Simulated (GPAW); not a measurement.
A computed Ti K-edge spectrum of one site in a crystal of Rh and Ti, with its zero at a photon energy of about 4947.5 eV (raw 4970.2 eV, less 22.7 eV of added terms; LDA puts this hole about 13 eV below PBE, itself good to a few eV). Method: GPAW, LDA, excited-electron core hole (neutral cell) in a small cell, dipole transitions, broadening that rises with energy.

Energy from the lowest empty level; intensity scaled to a mean of 1 over the first 20 eV:

```tsv
E (eV)	intensity
-2.0	0.00
-1.5	0.00
-1.0	0.01
-0.5	0.07
0.0	0.30
0.5	0.61
1.0	0.78
1.5	0.63
2.0	0.44
2.5	0.33
3.0	0.35
3.5	0.50
4.0	0.67
4.5	0.73
5.0	0.78
5.5	0.76
6.0	0.73
6.5	0.70
7.0	0.55
7.5	0.47
8.0	0.52
8.5	0.69
9.0	0.86
9.5	0.99
10.0	1.13
10.5	1.24
11.0	1.31
11.5	1.36
12.0	1.40
12.5	1.42
13.0	1.44
13.5	1.47
14.0	1.48
14.5	1.47
15.0	1.43
15.5	1.40
16.0	1.40
16.5	1.41
17.0	1.40
17.5	1.39
18.0	1.35
18.5	1.30
19.0	1.22
19.5	1.13
20.0	1.03
20.5	0.93
21.0	0.85
21.5	0.81
22.0	0.80
22.5	0.81
23.0	0.84
23.5	0.86
24.0	0.88
24.5	0.89
25.0	0.90
25.5	0.91
26.0	0.91
26.5	0.90
27.0	0.89
27.5	0.86
28.0	0.82
28.5	0.79
29.0	0.77
29.5	0.75
30.0	0.75
30.5	0.74
31.0	0.74
31.5	0.75
32.0	0.76
```

**Question.** Which coordination does this site have?

A K edge sees empty p states. The weak features of the first eV are p character mixed into the empty d bands; the main 4p edge lies above them. It is atom 2 of TiRh (P4/mmm), with 8 Rh at 2.70 Å, 4 Ti at 2.99 Å and 2 Ti at 3.35 Å (14-fold, site symmetry 4/mmm). Its main maxima below 30 eV lie at 1.0 eV (0.78), 5.2 eV (0.79), 14.0 eV (1.48) and 25.9 eV (0.91). A near-edge spectrum doesn't fix the structure by itself; it is matched against candidates. Quadrupole 1s→3d transitions, which feed the pre-edge, are not in the dipole spectrum. The mesh is coarse (0.30 Å⁻¹ between points), so small maxima may be mesh ripples. Lifetime broadening is put in by hand, and intensities beyond about 20 eV depend on it and on the partial waves. The structure is a published determination, not relaxed.

[Banner, clock and machine lines of the logs are left out without a mark of their own.]

[Logs are printed without paths, hosts, clocks, repeated set-up lines and the standing remarks that a program may print on its own settings, such as how far it seeks lower states.]

[Hosts, paths, dates, database ids (printed as entryN), source tags and the programs' standing remarks are cut or masked in the printed files.]

[Lists of maxima count a maximum above −3 eV only where it reaches 4 % of the highest in the window and stands out from its surroundings by 2 % of it (1.5 % where it reaches 55 %); shoulders and weaker maxima are passed over, and of the rest the first, up to two pre-edge ones and the few strongest are named.]
